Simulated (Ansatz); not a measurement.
# Quasi-harmonic thermodynamics of NaI (Fm-3m)

How much does NaI expand with temperature?

Measurements to reproduce:
- volume expansion coefficient 135 1e-6/K near room temperature (given in “Descriptors for thermal expansion in solids”, 2017, arXiv:1701.03966)

Method: DFT LDA, scalar-relativistic, plane waves, PAW, in Ansatz 0.2.0.

## Step 1: The structure

The structure is cubic, space group Fm-3m (No. 225). Conventional cell: a = 6.473 Å, b = 6.473 Å, c = 6.473 Å, α = 90.00°, β = 90.00°, γ = 90.00°. Nearest to Na lie 6 I at 3.24 Å. I has 6 Na at 3.24 Å nearest. Farther neighbours and most contacts between anions are not listed.

## Step 2: A first coarse run

A cheap single point shows whether the cell is a metal or an insulator and how far it is from rest; that sets the k-mesh and the occupations of what follows.

The input, input.yaml:

```yaml
crystal:
  lattice:
    - [0.0, 3.2364, 3.2364]
    - [3.2364, 0.0, 3.2364]
    - [3.2364, 3.2364, 0.0]
  atoms:
    - { symbol: Na, position: [0.0, 0.0, 0.0] }
    - { symbol: I, position: [0.5, 0.5, 0.5] }
kpoints:
  mp_grid: { grid: [6, 6, 6] }
hamiltonian:
  xc: lda
scf:
  occupations: { method: gaussian, width: 0.1 }
  lower_state_search: "off"
output:
  forces: true
  stress: true
  eigenvalues: true
```

The run is started by

```
ansatz run input.yaml --threads 8 --pin off --max-ram 16384MiB --backend cpu --events-out ev --progress --plain --runs-dir out
```

Numbers of over 12 decimals in the logs are rounded to 6 here.

What it wrote:

```text
Engine: ansatz 0.2.0, aarch64-unknown-linux-gnu
Pseudopotentials: kind: paw
Pseudopotential: Na, paw, valence charge 9, recommended cutoff 420 eV (normal), Na.paw.azcp
Pseudopotential: I, paw, valence charge 17, recommended cutoff 420 eV (normal), I.paw.azcp
Functional definition: SPW92
  exchange = slater_x
  correlation = pw_c
Crystal: 2 atoms, lattice volume = 67.798 Å³
Basis set: ecut = 420 eV, 1363 PW (Γ)
Bands: 17, of which v1, the nominal top of the filled ones, is band 13 counted from 1 (12 counted from 0)
Symmetry: 48 space group operations
Space group: Fm-3m (ITA 225), of the structure as read, at distance tolerance 4.1e-5 Å
k-points: 16 of 216
Non-local potential: Na, projectors of the file, l = 0: 3, l = 1: 2, l = 2: 1
Non-local potential: I, projectors of the file, l = 0: 2, l = 1: 2, l = 2: 2, l = 3: 2
PAW form: soft (Blöchl's): semilocal exchange-correlation on the pseudo side does not see the compensation charge
PAW frozen core: Na, regenerated for the run's functional, and the local potential with it (the file was generated under x = pbe(κ = 0.804, μ = 0.219515), c = pbe(β = 0.066725))
PAW frozen core: I, regenerated for the run's functional, and the local potential with it (the file was generated under x = pbe(κ = 0.804, μ = 0.219515), c = pbe(β = 0.066725))
PAW one-centre angular grid: Na, 110 points (default); XC on 64 Gauss nodes
PAW one-centre angular grid: I, 590 points (default); XC on 64 Gauss nodes
Initial density: superposition of atomic densities (neutral atoms: chi_scale 0, normalization atom), corrected by the library's trained network
Initial wavefunctions: pseudopotential atomic-orbital guess
Functional: x = slater, c = lda
SCF iter   1: F=—  HF=-8824.979556 eV  |F-HF|=—  |Δ(HF+E_count)|=         —  Δρ=5.26e-3  dr2=7.51e-3  ethr=1.77e-3  ⟨swp⟩=5.8  Hψ=1459  notcnv=0
preconditioner: auto → none  [insulator: Δε(μ)=3.323 eV  Ē_g=10.446 eV  σ=0.100 eV  W_gap=1.00  n_scr=14 (ndim 8)  ℏωp=12.8 eV  f_vac=0.068  D(μ)=0.00/eV (n_scr^D=0)  ε∞_Penn≈2.5]
SCF iter   2: F=—  HF=-8824.974755 eV  |F-HF|=—  |Δ(HF+E_count)|=   4.80e-3  Δρ=1.90e-3  dr2=1.68e-3  ethr=2.89e-5  ⟨swp⟩=2.1  Hψ=593  notcnv=0
SCF iter   3: F=—  HF=-8824.974474 eV  |F-HF|=—  |Δ(HF+E_count)|=   2.81e-4  Δρ=6.79e-4  dr2=2.57e-4  ethr=6.45e-6  ⟨swp⟩=2.2  Hψ=440  notcnv=0
SCF iter   4: F=—  HF=-8824.974394 eV  |F-HF|=—  |Δ(HF+E_count)|=   7.96e-5  Δρ=2.09e-4  dr2=1.40e-5  ethr=9.87e-7  ⟨swp⟩=2.6  Hψ=389  notcnv=0
SCF iter   5: F=—  HF=-8824.974394 eV  |F-HF|=—  |Δ(HF+E_count)|=   3.66e-7  Δρ=1.21e-5  dr2=1.37e-7  ethr=5.39e-8  ⟨swp⟩=1.1  Hψ=276  notcnv=0
SCF iter   6: F=-8824.974394 eV  HF=-8824.974394 eV  |F-HF|=5.46e-9  |Δ(HF+E_count)|=   1.02e-8  Δρ=3.06e-6  dr2=6.92e-9  ethr=3.85e-10  ⟨swp⟩=5.8  Hψ=1163  notcnv=0
SCF 1 converged in 6 iterations: F = -8824.974394 eV  dr2 = 6.92e-9
  greatest PAW one-centre occupation: 1.000 electrons in one spin orbital (limit 2), on the I atom at site 1 (counted from 0), in its partial waves of l = 2
SCF converged after 6 iterations
Free energy (F): -8824.974394 eV
Harris-Foulkes:  -8824.974394 eV  (|F-HF|=5.46e-9)
Internal energy: -8824.974394 eV  (E = F + TS)
E sigma→0 (E₀):  -8824.974394 eV
Fermi energy:    4.442581 eV
--- Per-component energies (eV) ---
  E_band       = -619.891501
  E_kinetic    = 310.456339
  E_local      = -3356.109301  (includes V_loc(G=0)·N_el)
  E_nonlocal   = 31.348120
  E_hartree    = 1517.054765
  E_xc         = -165.444759
  E_vxc        = -178.323104  (∫ρ·V_xc dr)
  E_paw        = -4905.351595  (= ΣΔE_a)
  E_vpaw       = -461.377935  (= ΣTr[D̂ρ^β])
  E_aug_tail   = 0.000050  (compensation charges beyond the density's cutoff)
  E_ewald      = -2257.850118
  E_core_change = 0.922105  (= ΣΔE_core)
  E_smearing   = -0.000000  (= −TS)
  E_closure    = -0.000000  (closes the sum)
  Σ components = -8824.974394   (vs F -8824.974394, Δ=0.00e0)
--- Forces (eV/Å), atoms counted from 1 ---
  atom   1  Na    -0.00000000     0.00000000     0.00000000
  atom   2  I      0.00000000    -0.00000000     0.00000000
  max |Σ_I F_I| component: 6.20e-29 eV/Å
--- Stress (GPa, compression-positive) ---
       -1.637343       0.000000      -0.000000
       -0.000000      -1.637343      -0.000000
       -0.000000       0.000000      -1.637343
  P = ⅓ Tr σ = -1.6373 GPa (-16.373 kbar)
--- Band table (eV; the first three rows and the last of 16) ---
  k-point 0: bands = [... 9 lower, -8.3504, 2.7745, 2.7745, 2.7745, 6.1074, 10.6109, 10.6109, 10.6109]
  k-point 1: bands = [... 9 lower, -8.2769, 2.0057, 2.6981, 2.6981, 6.9494, 10.0831, 10.7947, 10.7947]
  k-point 2: bands = [... 9 lower, -8.1214, 0.9572, 2.5556, 2.5556, 7.6354, 10.3486, 10.3486, 10.5650]
  k-point 15: bands = [... 9 lower, -7.9562, 1.0624, 1.6408, 1.8601, 7.9290, 9.1259, 11.1705, 11.2069]
```

Wall time 0.37 s (8 threads of Arm Neoverse V1, shared host); peak memory 0.33 GiB; 1.4 s of CPU time.

This step gave:

```
pressure          : -1.637 GPa
gap on the k-mesh : 3.333 eV
volume per atom   : 33.90 Å³/atom
```

The start is under -1.6 GPa at this level and looks like an insulator or semiconductor on this mesh.

## Step 3: Finding the static equilibrium

The vibrations must be taken about the equilibrium of this functional, not about the starting cell, so the structure is relaxed.

input.yaml, the sections that differ from step 2:

```yaml
scf:
  occupations: { method: gaussian, width: 0.02 }
  lower_state_search: "off"
relax:
  adjacent_minimum: "off"
  f_tol: 0.005
  max_steps: 80
  cell: { stress_tol: 0.05 }
# crystal, kpoints, hamiltonian, output: as in step 2
```

What it wrote:

```text
[...]
Crystal: 2 atoms, lattice volume = 67.798 Å³
Basis set: ecut = 420 eV, 1363 PW (Γ)
Bands: 17, of which v1, the nominal top of the filled ones, is band 13 counted from 1 (12 counted from 0)
Symmetry: 48 space group operations
[...]
k-points: 16 of 216
[...]
SCF iter   1: F=—  HF=-8824.979585 eV  |F-HF|=—  |Δ(HF+E_count)|=         —  Δρ=5.25e-3  dr2=7.50e-3  ethr=1.77e-3  ⟨swp⟩=6.2  Hψ=1483  notcnv=0
[...]
SCF iter   6: F=-8824.974394 eV  HF=-8824.974394 eV  |F-HF|=5.90e-9  |Δ(HF+E_count)|=   6.82e-9  Δρ=3.29e-6  dr2=7.59e-9  ethr=3.85e-10  ⟨swp⟩=6.3  Hψ=1198  notcnv=0
SCF 1 converged in 6 iterations: F = -8824.974394 eV  dr2 = 7.59e-9
[...]
relax step   1: F+E_penalty+E_count = -8824.97439401 eV  Δ(F+E_penalty+E_count) = +0.000e0 eV  max|allowed force component| = 1.371e-28 eV/Å  Δτ_max = 0.0000 Å  P = -1.637 GPa  Ω = 67.798 Å³  (6 SCF iters, dr2 threshold 1.00e-7 eV, accepted)
Crystal: 2 atoms, lattice volume = 64.528 Å³
Basis set: ecut = 420 eV, 1243 PW (Γ)
[...]
iter 1 solved again at ethr=1.26e-5 eV; its pass at ethr=3.10e-3 eV (dr2=3.29e-3 eV) is discarded
[...]
SCF iter   5: F=-8825.001406 eV  HF=-8825.001406 eV  |F-HF|=1.51e-10  |Δ(HF+E_count)|=   1.11e-7  Δρ=6.24e-6  dr2=1.74e-8  ethr=7.69e-10  ⟨swp⟩=6.9  Hψ=1282  notcnv=0
SCF 2 converged in 5 iterations: F = -8825.001406 eV  dr2 = 1.74e-8
relax step   2: F+E_penalty+E_count = -8825.00140553 eV  Δ(F+E_penalty+E_count) = -2.701e-2 eV  max|allowed force component| = 1.499e-29 eV/Å  Δτ_max = 0.0000 Å  P = -0.936 GPa  Ω = 64.528 Å³  energy of the carried Pulay correction = +3.782e-4 eV  (5 SCF iters, dr2 threshold 2.00e-7 eV, accepted)
Crystal: 2 atoms, lattice volume = 60.631 Å³
[...]
SCF iter   5: F=-8825.011154 eV  HF=-8825.011154 eV  |F-HF|=1.24e-9  |Δ(HF+E_count)|=   1.56e-7  Δρ=7.44e-6  dr2=1.97e-8  ethr=7.69e-10  ⟨swp⟩=7.1  Hψ=1304  notcnv=0
SCF 3 converged in 5 iterations: F = -8825.011154 eV  dr2 = 1.97e-8
relax step   3: F+E_penalty+E_count = -8825.01115433 eV  Δ(F+E_penalty+E_count) = -9.749e-3 eV  max|allowed force component| = 1.230e-29 eV/Å  Δτ_max = 0.0000 Å  P = +0.246 GPa  Ω = 60.631 Å³  energy of the carried Pulay correction = +8.541e-4 eV  (5 SCF iters, dr2 threshold 2.00e-7 eV, accepted)
[...]
relax step   4: F+E_penalty+E_count = -8825.01158449 eV  Δ(F+E_penalty+E_count) = -4.302e-4 eV  max|allowed force component| = 6.784e-29 eV/Å  Δτ_max = 0.0000 Å  P = -0.024 GPa  Ω = 61.403 Å³  energy of the carried Pulay correction = +7.575e-4 eV  (4 SCF iters, dr2 threshold 1.51e-7 eV, accepted)
[...]
SCF iter   1: F=—  HF=-8825.010785 eV  |F-HF|=—  |Δ(HF+E_count)|=         —  Δρ=7.56e-5  dr2=6.20e-7  ethr=3.59e-6  ⟨swp⟩=2.4  Hψ=2124  notcnv=0
eigensolver tolerance schedule: the retry pair's looser diagonalisation over-reported the residual by 1506.26 of it (diagonalisation noise at an unbounded share of the residual, at the tolerance the schedule requests for it); recorded, not acted on — ethr = c·dr2/N_el stays at c = 1.0e-1
[...]
SCF iter   2: F=—  HF=-8825.010782 eV  |F-HF|=—  |Δ(HF+E_count)|=   2.85e-6  Δρ=3.57e-5  dr2=1.04e-7  ethr=2.38e-9  ⟨swp⟩=2.3  Hψ=498  notcnv=0
[...]
SCF iter   5: F=-8825.010782 eV  HF=-8825.010782 eV  |F-HF|=1.82e-12  |Δ(HF+E_count)|=  1.51e-10  Δρ=1.93e-7  dr2=8.17e-12  ethr=1.00e-12  ⟨swp⟩=6.7  Hψ=1286  notcnv=0
SCF 5 converged in 5 iterations: F = -8825.010782 eV  dr2 = 8.17e-12
relax step   5: F+E_penalty+E_count = -8825.01078197 eV  Δ(F+E_penalty+E_count) = +8.025e-4 eV  max|allowed force component| = 6.810e-29 eV/Å  Δτ_max = 0.0000 Å  P = -0.024 GPa  Ω = 61.403 Å³  stress off target by 2.41e-2 GPa  SCF on the basis re-selected at this cell (its energy is not comparable with the rows above)  (5 SCF iters)
basis re-selected at this cell: Δ(F+E_penalty+E_count) = +8.025e-4 eV, ΔP = -0.000 GPa vs the last step (what re-selecting the basis moved, of the pressure what is left beyond the Pulay correction that the steps carried, after the strain that the cell walked since its last selection, with what the two solves' SCF thresholds leave and, on support functions, any second-order correction that the steps lacked; it is no measure of the basis error at this ecutwfc). The dense FFT grid was sized anew with the basis: this SCF ran on 30×30×30 points, the steps before it on 32×32×32, so part of this shift can come from that change (see relax.cell in the input reference). [rest of the remark cut]
SCF converged after 5 iterations
Free energy (F): -8825.010782 eV
[...]
Internal energy: -8825.010782 eV  (E = F + TS)
E sigma→0 (E₀):  -8825.010782 eV
Fermi energy:    5.545330 eV
[...]
--- Stress (GPa, compression-positive) ---
       -0.024073      -0.000000      -0.000000
       -0.000000      -0.024073      -0.000000
       -0.000000      -0.000000      -0.024073
  P = ⅓ Tr σ = -0.0241 GPa (-0.241 kbar)
--- Band table (eV; the first three rows and the last of 16) ---
  k-point 0: bands = [... 9 lower, -7.6655, 3.7374, 3.7374, 3.7374, 7.3531, 11.5741, 11.5741, 11.5741]
  k-point 1: bands = [... 9 lower, -7.5683, 2.8404, 3.6419, 3.6419, 8.2445, 11.0930, 11.8063, 11.8063]
  k-point 2: bands = [... 9 lower, -7.3593, 1.6170, 3.4660, 3.4660, 8.7177, 11.4034, 11.4034, 12.0363]
  k-point 15: bands = [... 9 lower, -7.1380, 1.7130, 2.3845, 2.6456, 9.0615, 10.0575, 12.4680, 12.4963]
--- Relaxed structure (4 steps of the walk, 4 accepted, 1 SCFs on fresh bases) ---
  F+E_penalty+E_count = -8825.01078197 eV   max|allowed force component| = 6.810e-29 eV/Å   (the final SCF, on the basis selected at the relaxed cell)
  cell:  # Å, volume = 61.4032 Å³
    - [0, 3.131269, 3.131269]
    - [3.131269, 0, 3.131269]
    - [3.131269, 3.131269, 0]
  atoms:
    - { symbol: Na, position: [0, 0, 0] }
    - { symbol: I, position: [0.500000, 0.500000, 0.500000] }
```

It took 1.5 s on 8 threads; peak memory 0.36 GiB.

Relaxation path:

| step | energy less that of the first step (eV) | largest force component (eV/Å) | pressure (GPa) | volume (Å³) |
| --- | --- | --- | --- | --- |
| 1 | 0.0000 | 0.0000 | -1.64 | 67.80 |
| 2 | -0.0270 | 0.0000 | -0.94 | 64.53 |
| 3 | -0.0368 | 0.0000 | 0.25 | 60.63 |
| 4 | -0.0372 | 0.0000 | -0.02 | 61.40 |
| 5* | -0.0364 | 0.0000 | -0.02 | 61.40 |

Relaxation steps marked * repeat the geometry before them on a plane-wave basis chosen anew for their cell, so energy and pressure can jump there.

The run keeps the 48 symmetry operations that it works with, so distortions that break them were not tested.

```csv
"conventional cell, symmetrised",before,after,change
a (Å),6.473,6.263,-3.2 %
b (Å),6.473,6.263,-3.2 %
c (Å),6.473,6.263,-3.2 %
volume (Å³/atom),33.90,30.70,-9.4 %
```

Final coordinates:

```xyz
2
Lattice="0.0000 3.1313 3.1313 3.1313 0.0000 3.1313 3.1313 3.1313 0.0000" Properties=species:S:1:pos:R:3 pbc="T T T"
Na    0.0000    0.0000    0.0000
I     3.1313    3.1313    3.1313
```

This step gave:

```yaml
pressure: -0.02407 GPa
gap_on_the_k_mesh: 3.616 eV
volume_per_atom: 30.70 Å³/atom
```

The relaxation ends with a pressure of -0.02 GPa.

## Step 4: A second relaxation

The relaxation is run once more from where the first one ended, as the script does after a large change of volume or of the gap, with mesh and occupations reviewed.

Edit input.yaml of step 3 so:

```diff
@@ -2,5 +2,5 @@
   lattice:
-    - [0.0, 3.2364, 3.2364]
-    - [3.2364, 0.0, 3.2364]
-    - [3.2364, 3.2364, 0.0]
+    - [0.0, 3.1312689515, 3.1312689515]
+    - [3.1312689515, 0.0, 3.1312689515]
+    - [3.1312689515, 3.1312689515, 0.0]
   atoms:
```

What it wrote:

```text
[...]
Crystal: 2 atoms, lattice volume = 61.403 Å³
Basis set: ecut = 420 eV, 1243 PW (Γ)
Bands: 17, of which v1, the nominal top of the filled ones, is band 13 counted from 1 (12 counted from 0)
Symmetry: 48 space group operations
[...]
k-points: 16 of 216
[...]
k-point 15: bands = [... 9 lower, -7.1380, 1.7130, 2.3845, 2.6456, 9.0615, 10.0575, 12.4680, 12.4963]
--- Relaxed structure (1 steps of the walk, 1 accepted, 1 SCFs on fresh bases) ---
[...]
cell:  # Å, volume = 61.4032 Å³
    - [0.0, 3.1312689515, 3.1312689515]
    - [3.1312689515, 0.0, 3.1312689515]
    - [3.1312689515, 3.1312689515, 0.0]
  atoms:
    - { symbol: Na, position: [0.0, 0.0, 0.0] }
    - { symbol: I, position: [0.500000, 0.500000, 0.500000] }
[key lines of the parts left out:]
SCF converged after 6 iterations
Free energy (F): -8825.010782 eV
Fermi energy:    5.545333 eV
P = ⅓ Tr σ = -0.0241 GPa (-0.241 kbar)
```

Run time: 0.71 s. Hardware: 8 threads; peak memory 0.35 GiB; 3.2 s of CPU time.

Little changed from the start: no atom moved by 0.005 Å and no cell edge by 0.1 %.

## Step 5: Relaxing to small residual forces and stress

The thresholds are tightened for a last relaxation ahead of the phonons, and where mesh or smearing change with them the cell follows.

input.yaml, the sections that differ from step 4:

```yaml
kpoints:
  mp_grid: { grid: [8, 8, 8] }
scf:
  occupations: { method: fixed }
  lower_state_search: "off"
relax:
  adjacent_minimum: "off"
  f_tol: 0.001
  max_steps: 60
  cell: { stress_tol: 0.01 }
# crystal, hamiltonian, output: as in step 4
```

What it wrote:

```text
[...]
Crystal: 2 atoms, lattice volume = 61.403 Å³
Basis set: ecut = 420 eV, 1243 PW (Γ)
Bands: 17, of which v1, the nominal top of the filled ones, is band 13 counted from 1 (12 counted from 0)
Symmetry: 48 space group operations
[...]
k-points: 29 of 512
[...]
k-point 28: bands = [... 9 lower, -7.1234, 2.0315, 2.0315, 2.5994, 9.6250, 11.2154, 11.2154, 11.7118]
--- Relaxed structure (3 steps of the walk, 3 accepted, 1 SCFs on fresh bases) ---
[...]
cell:  # Å, volume = 61.3210 Å³
    - [0, 3.129871, 3.129871]
    - [3.129871, 0.0, 3.129871]
    - [3.129871, 3.129871, 0]
  atoms:
    - { symbol: Na, position: [0, 0, 0] }
    - { symbol: I, position: [0.5, 0.5, 0.5] }
[key lines of the parts left out:]
SCF converged after 8 iterations
Free energy (F): -8825.011081 eV
Fermi energy:    3.750936 eV
P = ⅓ Tr σ = 0.0000 GPa (0.000 kbar)
```

Elapsed: 1.5 s, on 8 threads; peak memory 0.37 GiB; 8.7 s of CPU time.

Little changed from the start: no atom moved by 0.005 Å and no cell edge by 0.1 %.

This step gave:

```
pressure          : 2.96e-5 GPa
gap on the k-mesh : 3.620 eV
volume per atom   : 30.66 Å³/atom
```

The residual pressure is 3.0e-5 GPa, small enough for phonons.

## Step 6: Relaxing at another setting

The functional, the potentials or the cutoff change, so the crystal is relaxed again at the new setting.

input.yaml, the sections that differ from step 5:

```yaml
crystal:
  lattice:
    - [0.0, 3.129871379, 3.129871379]
    - [3.129871379, 0.0, 3.129871379]
    - [3.129871379, 3.129871379, 0.0]
  atoms:
    - { symbol: Na, position: [0.0, 0.0, 0.0] }
    - { symbol: I, position: [0.5, 0.5, 0.5] }
basis:
  ecutwfc: 550.0
# kpoints, hamiltonian, scf, output, relax: as in step 5
```

What it wrote:

```text
[...]
Crystal: 2 atoms, lattice volume = 61.321 Å³
Basis set: ecut = 550 eV, 1807 PW (Γ)
Bands: 17, of which v1, the nominal top of the filled ones, is band 13 counted from 1 (12 counted from 0)
Symmetry: 48 space group operations
[...]
k-points: 29 of 512
[...]
k-point 28: bands = [... 9 lower, -7.1232, 2.0314, 2.0314, 2.5993, 9.6248, 11.2152, 11.2152, 11.7115]
--- Relaxed structure (1 steps of the walk, 1 accepted, 1 SCFs on fresh bases) ---
[...]
cell:  # Å, volume = 61.3210 Å³
    - [0.0, 3.129871379, 3.129871379]
    - [3.129871379, 0.0, 3.129871379]
    - [3.129871379, 3.129871379, 0.0]
  atoms:
    - { symbol: Na, position: [0.0, 0.0, 0.0] }
    - { symbol: I, position: [0.500000, 0.500000, 0.500000] }
[key lines of the parts left out:]
SCF converged after 8 iterations
Free energy (F): -8825.012902 eV
Fermi energy:    3.750883 eV
P = ⅓ Tr σ = 0.0003 GPa (0.003 kbar)
```

Elapsed: 1.2 s, on 8 threads; peak memory 0.41 GiB.

Little changed from the start: no atom moved by 0.005 Å and no cell edge by 0.1 %.

Numbers from this step:

- pressure: 2.62e-4 GPa

The residual pressure is 2.6e-4 GPa, small enough for phonons.

(Part 1 of 4 ends here.)

[Logs are printed without paths, hosts, clocks, repeated set-up lines and the standing remarks that a program may print on its own settings, such as how far it seeks lower states.]

[Hosts, paths, dates, database ids (printed as entryN), source tags and the programs' standing remarks are cut or masked in the printed files.]

[A step with changed settings may run another functional than the one named; its input shows which.]
